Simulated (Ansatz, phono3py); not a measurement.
## Scattering channels in SrO (Fm-3m), one at a time

Aim: with force constants in hand, see how mesh, solver, isotopes and boundaries change the conductivity of SrO.

Measurements to reproduce:
- thermal conductivity 12 W/m/K near room temperature (given in “Combining the AFLOW GIBBS and Elastic Libraries to efficiently and robustly screen thermo-mechanical properties of solids”, 2017, arXiv:1611.05714)
- thermal conductivity 12 W/m/K near room temperature (given in “Predicting the lattice thermal conductivity of solids by solving the Boltzmann transport equation: AFLOW - AAPL an automated, accurate and efficient framework”, 2017, arXiv:1611.05481)

Main program and level: Ansatz 0.2.0 and phono3py 4.10.0; DFT LDA, scalar-relativistic, plane waves, PAW; PAW set soft_1, in the first sound run; inputs show where later runs differ.

Most raw output is cut from this account.

The database entry behind the starting cell differs from later determinations by our own check (about 0.5 % short), so it need not match the best structure at ambient conditions.

## 1. Set-up

Symmetry: Fm-3m, No. 225, cubic system. Conventional cell: a = 5.065 Å, b = 5.065 Å, c = 5.065 Å, α = 90.00°, β = 90.00°, γ = 90.00°. Nearest to Sr lie 6 O at 2.53 Å. O has 6 Sr at 2.53 Å nearest. Farther neighbours and most contacts between anions are not listed.

## 2. Where the constants come from

input.yaml reads:

```yaml
crystal:
  lattice:
    - [0.0, 2.532341022, 2.532341022]
    - [2.532341022, 0.0, 2.532341022]
    - [2.532341022, 2.532341022, 0.0]
  atoms:
    - { symbol: Sr, position: [0.5, 0.5, 0.5] }
    - { symbol: O, position: [0.0, 0.0, 0.0] }
kpoints:
  mp_grid: { grid: [6, 6, 6] }
hamiltonian:
  xc: lda
  pseudopotentials: { kind: paw, azcp: { folder: soft_1 }, xc_functional: pbe }
scf:
  occupations: { method: fixed }
  lower_state_search: "off"
output:
  eigenvalues: true
phonons:
  method: fd
  dielectric: true
  qmesh: [6, 6, 6]
  temperatures: { t_max: 1000, t_step: 50 }
  qpath:
    path:
      - [[0.0, 0.0, 0.0], [0.5, 0.0, 0.5], [0.5, 0.25, 0.75], [0.375, 0.375, 0.75], [0.0, 0.0, 0.0], [0.5, 0.5, 0.5], [0.625, 0.25, 0.625], [0.5, 0.25, 0.75], [0.5, 0.5, 0.5], [0.375, 0.375, 0.75]]
      - [[0.625, 0.25, 0.625], [0.5, 0.0, 0.5]]
    npoints: 10
  third_order: { supercell: [3, 3, 3], pair_cutoff: 4.536 }
  lattice_thermal_conductivity:
    qmesh: [21, 21, 21]
    temperatures: [50.0, 100.0, 150.0, 200.0, 300.0, 400.0, 500.0, 600.0, 800.0, 1000.0]
    isotope_mass_variance:
      - { species: O, variance: 3.359e-05 }
      - { species: Sr, variance: 6.1e-05 }
```

Launch:

```console
> ansatz run input.yaml --threads 18 --pin off --max-ram 92160MiB --backend cuda --events-out ev --progress --plain --runs-dir out --max-vram 78GiB
```

Elapsed: 66 s, on 1 × NVIDIA GB200 with 18 threads of Arm Neoverse V2, shared host; peak memory 1.6 GiB; 7.9 min of CPU time.

This step gave:

* highest frequency: 472.1 cm⁻¹
* κ at 300 K (relaxation time): 17.52 W/m/K
* κ at 300 K (full solution): 17.82 W/m/K
* dipole term: run
* third-order blocks: 686

## 3. Relaxation-time solution

The base run: each mode relaxes on its own with natural isotopes, and rates are split into normal and umklapp parts.

This step: DFT LDA, scalar-relativistic, plane waves, PAW; PAW set soft_1; phono3py on Ansatz's force constants (phono3py 4.10.0).

phono3py.yaml reads:

```yaml
phono3py:
  version: "4.10.0"
  frequency_unit_conversion_factor: 15.633302
  symmetry_tolerance: 1.00000e-05

physical_unit:
  atomic_mass: "AMU"
  length: "angstrom"

space_group:
  type: "Fm-3m"
  number: 225
  Hall_symbol: "-F 4 2 3"

primitive_matrix:
- [  1.000000000000000,  0.000000000000000,  0.000000000000000 ]
- [  0.000000000000000,  1.000000000000000,  0.000000000000000 ]
- [  0.000000000000000,  0.000000000000000,  1.000000000000000 ]

supercell_matrix:
- [   3,   0,   0 ]
- [   0,   3,   0 ]
- [   0,   0,   3 ]

# [primitive_cell block left out]
unit_cell:
  lattice:
  - [     0.000000000000000,     2.532341022000000,     2.532341022000000 ] # a
  - [     2.532341022000000,     0.000000000000000,     2.532341022000000 ] # b
  - [     2.532341022000000,     2.532341022000000,     0.000000000000000 ] # c
  points:
  - symbol: Sr # 1
    coordinates: [  0.500000000000000,  0.500000000000000,  0.500000000000000 ]
    mass: 87.620000
    reduced_to: 1
  - symbol: O # 2
    coordinates: [  0.000000000000000,  0.000000000000000,  0.000000000000000 ]
    mass: 15.999000
    reduced_to: 2

# [supercell block left out]
phonon_supercell_matrix:
- [   6,   0,   0 ]
- [   0,   6,   0 ]
- [   0,   0,   6 ]

# [phonon_primitive_cell block left out]
# [phonon_supercell block left out]
nac:
  born_effective_charge:
  - # 1 (Sr)
    - [  2.473038633522776,  0.000000000000000,  0.000000000000000 ]
    - [  0.000000000000000,  2.473038633522776,  0.000000000000000 ]
    - [  0.000000000000000,  0.000000000000000,  2.473038633522776 ]
  - # 2 (O)
    - [ -2.473038633522776,  0.000000000000000,  0.000000000000000 ]
    - [  0.000000000000000, -2.473038633522776,  0.000000000000000 ]
    - [  0.000000000000000,  0.000000000000000, -2.473038633522776 ]
  dielectric_constant:
    - [  3.864138585864540,  0.000000000000000,  0.000000000000000 ]
    - [  0.000000000000000,  3.864138585864540,  0.000000000000000 ]
    - [  0.000000000000000,  0.000000000000000,  3.864138585864540 ]
  unit_conversion_factor: 14.399645
```

Launch:

```console
> phono3py phono3py.yaml --mesh 21 21 21 --br --isotope --nu --ts 50 100 150 200 300 400 500 600 800 1000
```

Elapsed: 59 s, on 8 threads of AMD EPYC 7R43, shared host; peak memory 0.14 GiB.

This step gave:

```
κ at 300 K                                       : 17.39 W/m/K
κ xx, yy, zz at 300 K                            : 17.39, 17.39, 17.39 W/m/K
normal share of three-phonon scattering at 300 K : 0.498
```

W/m/K. Kappa, by row:

| T (K) | xx | yy | zz | yz | xz | xy |
| --- | --- | --- | --- | --- | --- | --- |
| 50 | 302.2 | 302.2 | 302.2 | 0 | 0 | 0 |
| 100 | 74.41 | 74.41 | 74.41 | 0 | 0 | 0 |
| 150 | 40.23 | 40.23 | 40.23 | 0 | 0 | 0 |
| 200 | 27.76 | 27.76 | 27.76 | 0 | 0 | 0 |
| 300 | 17.39 | 17.39 | 17.39 | 0 | 0 | 0 |
| 400 | 12.76 | 12.76 | 12.76 | 0 | 0 | 0 |
| 500 | 10.1 | 10.1 | 10.1 | 0 | 0 | 0 |
| 600 | 8.375 | 8.375 | 8.375 | 0 | 0 | 0 |
| 800 | 6.248 | 6.248 | 6.248 | 0 | 0 | 0 |
| 1000 | 4.987 | 4.987 | 4.987 | 0 | 0 | 0 |

Lattice thermal conductivity, xx against temperature:

| temperature (K) | lattice thermal conductivity, xx (W/m/K) |
| --- | --- |
| 50 | 302 |
| 100 | 74.4 |
| 150 | 40.2 |
| 200 | 27.8 |
| 300 | 17.4 |
| 400 | 12.8 |
| 500 | 10.1 |
| 600 | 8.38 |
| 800 | 6.25 |
| 1000 | 4.99 |

Table of mean scattering rate at 300 K by frequency:

| frequency (THz) | normal (1/ps) | umklapp (1/ps) |
| --- | --- | --- |
| 0.30 | 0.017 | 4.6e-4 |
| 0.89 | 0.00974 | 0.00181 |
| 1.48 | 0.0213 | 0.00554 |
| 2.07 | 0.0778 | 0.0326 |
| 2.66 | 0.166 | 0.103 |
| 3.25 | 0.158 | 0.17 |
| 3.84 | 0.147 | 0.206 |
| 4.43 | 0.228 | 0.292 |
| 5.02 | 0.34 | 0.366 |
| 5.61 | 0.282 | 0.21 |
| 6.20 | 0.223 | 0.187 |
| 6.79 | 0.464 | 0.244 |
| 7.38 | 0.648 | 0.596 |
| 7.97 | 0.639 | 0.755 |
| 8.56 | 0.619 | 0.877 |
| 9.15 | 0.983 | 0.922 |
| 9.74 | 0.965 | 1.08 |
| 10.33 | 1.7 | 1.71 |
| 10.92 | 2.73 | 3.83 |
| 11.52 | 3.17 | 4.93 |
| 12.11 | 2.27 | 3.27 |
| 12.70 | 1.56 | 1.1 |
| 13.29 | 1.46 | 0.703 |
| 13.88 | 1.55 | 0.428 |

The base value at 300 K is 17.4 W/(m K).

The lattice thermal conductivity, xx is 17.4 W/m/K at 300 K, going as T^-1.1 above 200 K.

## 4. Two programs, one set of constants

This step: DFT LDA, scalar-relativistic, plane waves, PAW; PAW set soft_1 (Ansatz 0.2.0).

Ansatz's figure includes its coherence part. Comparison, by row:

```csv
T (K),Ansatz RTA (W/m/K),phono3py RTA (W/m/K),difference (%)
50,302.7,302.2,-0.17
100,74.54,74.41,-0.17
150,40.34,40.23,-0.27
200,27.87,27.76,-0.39
300,17.52,17.39,-0.74
400,12.91,12.76,-1.16
500,10.27,10.1,-1.66
600,8.553,8.375,-2.08
800,6.449,6.248,-3.12
1000,5.205,4.987,-4.19
```

## 5. Without isotopes, third order supercell 3×3×3, supercell 6×6×6

Leaving out the isotope term shows how much the natural mass disorder scatters.

This step: DFT LDA, scalar-relativistic, plane waves, PAW; PAW set soft_1; phono3py on Ansatz's force constants (phono3py 4.10.0).

phono3py.yaml is that of step 3.

Launch:

```console
> phono3py phono3py.yaml --mesh 21 21 21 --br --ts 50 100 150 200 300 400 500 600 800 1000
```

Wall time 54 s (8 threads); peak memory 0.13 GiB; 6.3 min of CPU time.

Numbers from this step:

```
κ at 300 K            : 17.46 W/m/K
κ xx, yy, zz at 300 K : 17.46, 17.46, 17.46 W/m/K
```

W/m/K. Kappa, by row:

```csv
T (K),xx,yy,zz,yz,xz,xy
50,331,331,331,0,0,0
100,75.94,75.94,75.94,0,0,0
150,40.65,40.65,40.65,0,0,0
200,27.95,27.95,27.95,0,0,0
300,17.46,17.46,17.46,0,0,0
400,12.8,12.8,12.8,0,0,0
500,10.13,10.13,10.13,0,0,0
600,8.392,8.392,8.392,0,0,0
800,6.258,6.258,6.258,0,0,0
1000,4.993,4.993,4.993,0,0,0
```

κ at 300 K goes from 17.4 in the base run to 17.5 W/(m K).

## 6. Another q-mesh, third order supercell 3×3×3, supercell 6×6×6

The q-mesh of the transport sums changes, with the same scattering terms.

phono3py.yaml is that of step 5.

Launch:

```console
> phono3py phono3py.yaml --mesh 5 5 5 --br --isotope --ts 100 300 600
```

Elapsed: 5.5 s, on 8 threads; peak memory 0.14 GiB.

This step gave:

* κ at 300 K: 7.592 W/m/K
* κ xx, yy, zz at 300 K: 7.592, 7.592, 7.592 W/m/K

W/m/K. Kappa, by row:

| T (K) | xx | yy | zz | yz | xz | xy |
| --- | --- | --- | --- | --- | --- | --- |
| 100 | 27.92 | 27.92 | 27.92 | 0 | 0 | 0 |
| 300 | 7.592 | 7.592 | 7.592 | 0 | 0 | 0 |
| 600 | 3.746 | 3.746 | 3.746 | 0 | 0 | 0 |

This mesh is too coarse for the transport sums: κ at 300 K comes out at 7.59 against 17.4 W/(m K) in the base run.

## 7. Another q-mesh, third order supercell 3×3×3, supercell 6×6×6 (run 2)

phono3py.yaml is that of step 6.

Launch:

```console
> phono3py phono3py.yaml --mesh 7 7 7 --br --isotope --ts 100 300 600
```

Wall time 6 s (8 threads); peak memory 0.13 GiB; 7.1 s of CPU time.

W/m/K. Kappa, by row:

```csv
T (K),xx,yy,zz,yz,xz,xy
100,40,40,40,0,0,0
300,9.789,9.789,9.789,0,0,0
600,4.766,4.766,4.766,0,0,0
```

This mesh is too coarse for the transport sums: κ at 300 K comes out at 9.79 against 17.4 W/(m K) in the base run.

## 8. Another q-mesh, third order supercell 3×3×3, supercell 6×6×6 (run 3)

phono3py.yaml is that of step 7.

Launch:

```console
> phono3py phono3py.yaml --mesh 11 11 11 --br --isotope --ts 100 300 600
```

The job ended after 7.6 s (8 threads; peak memory 0.13 GiB).

W/m/K. Kappa, by row:

| T (K) | xx | yy | zz | yz | xz | xy |
| --- | --- | --- | --- | --- | --- | --- |
| 100 | 58.92 | 58.92 | 58.92 | 0 | 0 | 0 |
| 300 | 14.29 | 14.29 | 14.29 | 0 | 0 | 0 |
| 600 | 6.923 | 6.923 | 6.923 | 0 | 0 | 0 |

This mesh is too coarse for the transport sums: κ at 300 K comes out at 14.3 against 17.4 W/(m K) in the base run.

## 9. Another q-mesh, third order supercell 3×3×3, supercell 6×6×6 (run 4)

phono3py.yaml is that of step 8.

Launch:

```console
> phono3py phono3py.yaml --mesh 15 15 15 --br --isotope --ts 100 300 600
```

Wall time 14 s (8 threads); peak memory 0.13 GiB; 64 s of CPU time.

W/m/K. Kappa, by row:

```csv
T (K),xx,yy,zz,yz,xz,xy
100,71.23,71.23,71.23,0,0,0
300,16.99,16.99,16.99,0,0,0
600,8.206,8.206,8.206,0,0,0
```

κ at 300 K goes from 17.4 in the base run to 17.0 W/(m K).

## 10. Another q-mesh, third order supercell 3×3×3, supercell 6×6×6 (run 5)

phono3py.yaml is that of step 9.

Launch:

```console
> phono3py phono3py.yaml --mesh 19 19 19 --br --isotope --ts 100 300 600
```

Elapsed: 37 s, on 8 threads; peak memory 0.13 GiB; 3.9 min of CPU time.

κ at 300 K goes from 17.4 in the base run to 17.3 W/(m K).

## 11. Another q-mesh, third order supercell 3×3×3, supercell 6×6×6 (run 6)

phono3py.yaml is that of step 10.

Launch:

```console
> phono3py phono3py.yaml --mesh 25 25 25 --br --isotope --ts 100 300 600
```

The job ended after 2.6 min (8 threads; peak memory 0.14 GiB; 19 min of CPU time).

W/m/K. Kappa, by row:

```
T (K)     xx     yy     zz  yz  xz  xy
  100   72.8   72.8   72.8   0   0   0
  300  16.88  16.88  16.88   0   0   0
  600  8.122  8.122  8.122   0   0   0
```

κ at 300 K goes from 17.4 in the base run to 16.9 W/(m K).

## 12. Mesh convergence

This step: DFT LDA, scalar-relativistic, plane waves, PAW; PAW set soft_1 (phono3py 4.10.0).

Series, by row:

| mesh points along each axis | kappa at 100 K (W/m/K) | kappa at 300 K (W/m/K) | kappa at 600 K (W/m/K) | seconds |
| --- | --- | --- | --- | --- |
| 5 | 27.92 | 7.592 | 3.746 | 5.45 |
| 7 | 40 | 9.789 | 4.766 | 6.03 |
| 11 | 58.92 | 14.29 | 6.923 | 7.58 |
| 15 | 71.23 | 16.99 | 8.206 | 13.94 |
| 19 | 73.96 | 17.31 | 8.34 | 36.62 |
| 25 | 72.8 | 16.88 | 8.122 | 154.2 |

## 13. Boundary scattering, third order supercell 3×3×3, supercell 6×6×6

A boundary term v/L is added to each rate, a simple model of grains or a thin sample.

This step: DFT LDA, scalar-relativistic, plane waves, PAW; PAW set soft_1; phono3py on Ansatz's force constants (phono3py 4.10.0).

phono3py.yaml is that of step 11.

Launch:

```console
> phono3py phono3py.yaml --mesh 21 21 21 --br --isotope --boundary-mfp 0.1 --ts 50 100 150 200 300 400 500 600 800 1000
```

Run time: 58 s. Hardware: 8 threads; peak memory 0.13 GiB; 6.6 min of CPU time.

Numbers from this step:

| Item | Value |
| --- | --- |
| κ at 300 K | 7.595 W/m/K |
| κ xx, yy, zz at 300 K | 7.595, 7.595, 7.595 W/m/K |

W/m/K. Kappa, by row:

| T (K) | xx | yy | zz | yz | xz | xy |
| --- | --- | --- | --- | --- | --- | --- |
| 50 | 17.95 | 17.95 | 17.95 | 0 | 0 | 0 |
| 100 | 17.15 | 17.15 | 17.15 | 0 | 0 | 0 |
| 150 | 12.98 | 12.98 | 12.98 | 0 | 0 | 0 |
| 200 | 10.42 | 10.42 | 10.42 | 0 | 0 | 0 |
| 300 | 7.595 | 7.595 | 7.595 | 0 | 0 | 0 |
| 400 | 6.05 | 6.05 | 6.05 | 0 | 0 | 0 |
| 500 | 5.065 | 5.065 | 5.065 | 0 | 0 | 0 |
| 600 | 4.377 | 4.377 | 4.377 | 0 | 0 | 0 |
| 800 | 3.47 | 3.47 | 3.47 | 0 | 0 | 0 |
| 1000 | 2.894 | 2.894 | 2.894 | 0 | 0 | 0 |

κ at 300 K goes from 17.4 in the base run to 7.59 W/(m K).

## 14. Boundary scattering, third order supercell 3×3×3, supercell 6×6×6 (run 2)

phono3py.yaml is that of step 13.

Launch:

```console
> phono3py phono3py.yaml --mesh 21 21 21 --br --isotope --boundary-mfp 10 --ts 50 100 150 200 300 400 500 600 800 1000
```

It took 61 s on 8 threads; peak memory 0.13 GiB.

Numbers from this step:

* κ at 300 K: 15.94 W/m/K
* κ xx, yy, zz at 300 K: 15.94, 15.94, 15.94 W/m/K

W/m/K. Kappa, by row:

| T (K) | xx | yy | zz | yz | xz | xy |
| --- | --- | --- | --- | --- | --- | --- |
| 50 | 164.3 | 164.3 | 164.3 | 0 | 0 | 0 |
| 100 | 57.76 | 57.76 | 57.76 | 0 | 0 | 0 |
| 150 | 34 | 34 | 34 | 0 | 0 | 0 |
| 200 | 24.44 | 24.44 | 24.44 | 0 | 0 | 0 |
| 300 | 15.94 | 15.94 | 15.94 | 0 | 0 | 0 |
| 400 | 11.93 | 11.93 | 11.93 | 0 | 0 | 0 |
| 500 | 9.568 | 9.568 | 9.568 | 0 | 0 | 0 |
| 600 | 7.998 | 7.998 | 7.998 | 0 | 0 | 0 |
| 800 | 6.032 | 6.032 | 6.032 | 0 | 0 | 0 |
| 1000 | 4.846 | 4.846 | 4.846 | 0 | 0 | 0 |

κ at 300 K goes from 17.4 in the base run to 15.9 W/(m K).

## 15. Direct solution of the linearised equation, third order supercell 3×3×3, supercell 6×6×6

Solving the linearised equation directly keeps the heat that normal processes pass on between modes; it is dearer, so the mesh may be smaller.

phono3py.yaml is that of step 14.

Launch:

```console
> phono3py phono3py.yaml --mesh 19 19 19 --lbte --isotope --ts 100 300 600
```

The job ended after 4.9 min (8 threads; peak memory 0.52 GiB).

Numbers from this step:

- κ at 300 K: 17.62 W/m/K
- κ xx, yy, zz at 300 K: 17.62, 17.62, 17.62 W/m/K

W/m/K. Kappa, by row:

| T (K) | xx | yy | zz | yz | xz | xy | RTA mean |
| --- | --- | --- | --- | --- | --- | --- | --- |
| 100 | 76.44 | 76.44 | 76.44 | 0 | 0 | 0 | 73.96 |
| 300 | 17.62 | 17.62 | 17.62 | 0 | 0 | 0 | 17.31 |
| 600 | 8.477 | 8.477 | 8.477 | 0 | 0 | 0 | 8.34 |

On this mesh the direct solution gives 17.6 W/(m K) at 300 K, against 17.3 in the relaxation-time approximation.

## 16. Adding coherences, third order supercell 3×3×3, supercell 6×6×6

Close branches can carry heat by tunnelling between them, which the particle picture leaves out.

phono3py.yaml is that of step 15.

Launch:

```console
> phono3py phono3py.yaml --mesh 21 21 21 --br --isotope --tt smm19 --ts 50 100 150 200 300 400 500 600 800 1000
```

Run time: 64 s. Hardware: 8 threads; peak memory 0.13 GiB.

This step gave:

```
κ at 300 K            : 17.52 W/m/K
κ xx, yy, zz at 300 K : 17.52, 17.52, 17.52 W/m/K
```

W/m/K. Kappa, by row:

```csv
T (K),xx,yy,zz,yz,xz,xy,intra mean,inter mean
50,302.4,302.4,302.4,0,0,0,302.2,0.2115
100,74.49,74.49,74.49,0,0,0,74.41,0.08048
150,40.32,40.32,40.32,0,0,0,40.23,0.08912
200,27.86,27.86,27.86,0,0,0,27.76,0.1025
300,17.52,17.52,17.52,0,0,0,17.39,0.1267
400,12.91,12.91,12.91,0,0,0,12.76,0.1471
500,10.27,10.27,10.27,0,0,0,10.1,0.1646
600,8.555,8.555,8.555,0,0,0,8.375,0.1798
800,6.453,6.453,6.453,0,0,0,6.248,0.2051
1000,5.212,5.212,5.212,0,0,0,4.987,0.2252
```

κ at 300 K goes from 17.4 in the base run to 17.5 W/(m K).

## 17. Gaussian smearing, third order supercell 3×3×3, supercell 6×6×6

A Gaussian replaces the tetrahedron method for energy conservation; its width must match the mesh.

phono3py.yaml is that of step 16.

Launch:

```console
> phono3py phono3py.yaml --mesh 21 21 21 --br --isotope --sigma 0.01 --ts 100 300 600
```

Elapsed: 56 s, on 8 threads; peak memory 0.13 GiB; 6.4 min of CPU time.

This step gave:

```yaml
kappa_at_300_k: 18.69 W/m/K
kappa_xx_yy_zz_at_300_k: 18.69, 18.69, 18.69 W/m/K
```

W/m/K. Kappa, by row:

```csv
T (K),xx,yy,zz,yz,xz,xy
100,81.28,81.28,81.28,0,0,0
300,18.69,18.69,18.69,0,0,0
600,8.984,8.984,8.984,0,0,0
```

With a width of 0.01 THz κ at 300 K is 18.7 W/(m K), +7.5 % from the tetrahedron value.

For the κ at 300 K, step 3 gave 17.4 W/m/K; this run, with delta function Gaussian and sigma 0.01 THz, gives 18.7 W/m/K (+7 %).

## 18. Gaussian smearing, third order supercell 3×3×3, supercell 6×6×6 (run 2)

phono3py.yaml is that of step 17.

Launch:

```console
> phono3py phono3py.yaml --mesh 21 21 21 --br --isotope --sigma 0.1 --ts 100 300 600
```

Elapsed: 56 s, on 8 threads; peak memory 0.14 GiB.

Numbers from this step:

```
κ at 300 K            : 16.75 W/m/K
κ xx, yy, zz at 300 K : 16.75, 16.75, 16.75 W/m/K
```

With a width of 0.1 THz κ at 300 K is 16.8 W/(m K), -3.7 % from the tetrahedron value.

Between step 17 and this run (sigma 0.1 THz) the value for the κ at 300 K moves from 18.7 W/m/K to 16.8 W/m/K (-10 %).

## 19. Two-phonon phase space, third order supercell 3×3×3, supercell 6×6×6

The two-phonon density of states counts the channels open to a mode, without matrix elements.

phono3py.yaml is that of step 18.

Launch:

```console
> phono3py phono3py.yaml --mesh 25 25 25 --jdos --gp 0 --num-freq-points 80
```

Wall time 6 s (8 threads); peak memory 0.14 GiB.

Table of joint density of states at Gamma by frequency; read off at these points:

```csv
frequency (THz),absorption class (1/THz),decay class (1/THz)
0.0,0,0
0.4,5.50,5.4e-4
0.7,2.80,0.00229
1.4,1.93,0.0143
2.2,7.30,0.0348
3.2,2.94,0.0919
4.0,5.01,0.156
4.7,6.73,0.254
5.0,6.75,0.323
5.4,2.09,0.412
6.1,1.45,0.700
6.8,1.11,1.37
7.6,0.927,1.74
8.3,0.844,1.58
9.4,0.849,2.13
10.1,0.575,2.40
10.8,0.360,1.99
11.5,0.219,3.78
12.2,0.118,3.48
13.0,0.0488,2.27
13.7,0,2.51
14.8,0,2.62
15.5,0,3.18
16.2,0,3.95
16.9,0,3.13
17.7,0,1.04
18.4,0,1.26
19.1,0,1.16
20.2,0,1.25
20.9,0,1.59
21.6,0,0.594
22.3,0,0.105
23.1,0,0.115
23.8,0,0.125
24.5,0,0.136
25.2,0,0.147
26.3,0,0.13
27.0,0,0.0897
27.8,0,0.0601
28.5,0,0
```

Distinct peaks of the joint density of states at Gamma (absorption class) stand at 0.4, 2.2 and 5.0 THz; the one at 2.16 THz is strongest.

## 20. Without the dipole term, third order supercell 3×3×3, supercell 6×6×6

Dropping the dipole term tests how much its part of the interpolation matters for κ.

phono3py.yaml is that of step 19.

Launch:

```console
> phono3py phono3py.yaml --mesh 21 21 21 --br --isotope --nonac --ts 100 300 600
```

The job ended after 65 s (8 threads; peak memory 0.13 GiB).

Numbers from this step:

```yaml
kappa_at_300_k: 17.24 W/m/K
kappa_xx_yy_zz_at_300_k: 17.24, 17.24, 17.24 W/m/K
```

[end of part 1 of 2]

[Logs are printed without paths, hosts, clocks, repeated set-up lines and the standing remarks that a program may print on its own settings, such as how far it seeks lower states.]

[Hosts, paths, dates, database ids (printed as entryN), source tags and the programs' standing remarks are cut or masked in the printed files.]

[A step with changed settings may run another functional than the one named; its input shows which.]
